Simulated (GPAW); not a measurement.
# Surface energy and work function of Ta(100) from slabs of 4 to 14 layers (RPBE)

How do energy and work function of Ta(100) films settle with thickness, and what surface energy follows?

Set-up. GPAW 26.7.0, plane waves at 450 eV with PAW setups; symmetric 1×1 slabs cut at the tabulated lattice constant (two decimals; low-temperature values for the alkali metals), atoms at bulk places, 7.5 Å of vacuum on each side, one in-plane mesh for all thicknesses, Fermi-Dirac smearing of 0.1 eV. Energies are extrapolated to zero smearing and count from the program's reference atoms. Functional RPBE. The cell's area is 10.956 Å².

The runs, one held back:

```
layers  energy (eV)  work function (eV)
     4     −33.9290                3.86
     5     −43.4132                3.83
     6     −52.8351                3.85
     7     −62.1952                3.87
     8     −71.5736                3.87
     9     −80.9529                3.86
    10     −90.3216                3.87
    11     −99.6888                3.87
    12    −109.0674                3.87
    14            ?                   ?
```

To predict: What surface energy do these runs give, and what energy and work function should the 14-layer slab have?

A: A slab of n layers has E(n) = nε + 2Aγ once its middle is bulk-like. A line through n = 6 to 12 has the slope ε = −9.3726 eV a layer and the intercept 2Aγ = 3.4054 eV (r.m.s. residual 4.3 meV). So γ = 3.4054 / (2 × 10.956 Å²) = 0.1554 eV/Å² = 2.49 J/m², with a standard error of under 0.01 J/m² from the scatter about the line. For 14 layers: 3.4054 + 14 × (−9.3726) = −127.811 eV; the run gives −127.807 eV, 3.9 meV over the line. The work function has no such law: from 6 to 12 layers it moves between 3.85 and 3.87 eV (mean 3.87), and the 14-layer slab gives 3.87 eV. The thinnest slab, 4 layers, lies −0.01 eV from that mean. The measured value for this face is 4.10 eV (“Anisotropic work function of elemental crystals” (2019, arxiv:1902.07811)); the unrelaxed 14-layer slab lies 0.23 eV under it.

Caveats: The surfaces are unrelaxed, so γ is an upper bound for this functional and lattice constant. The tabulated lattice constant isn't the functional's own, which strains the slab a little. Spin-orbit coupling is left out.

[Logs are printed without paths, hosts, clocks, repeated set-up lines and the standing remarks that a program may print on its own settings, such as how far it seeks lower states.]
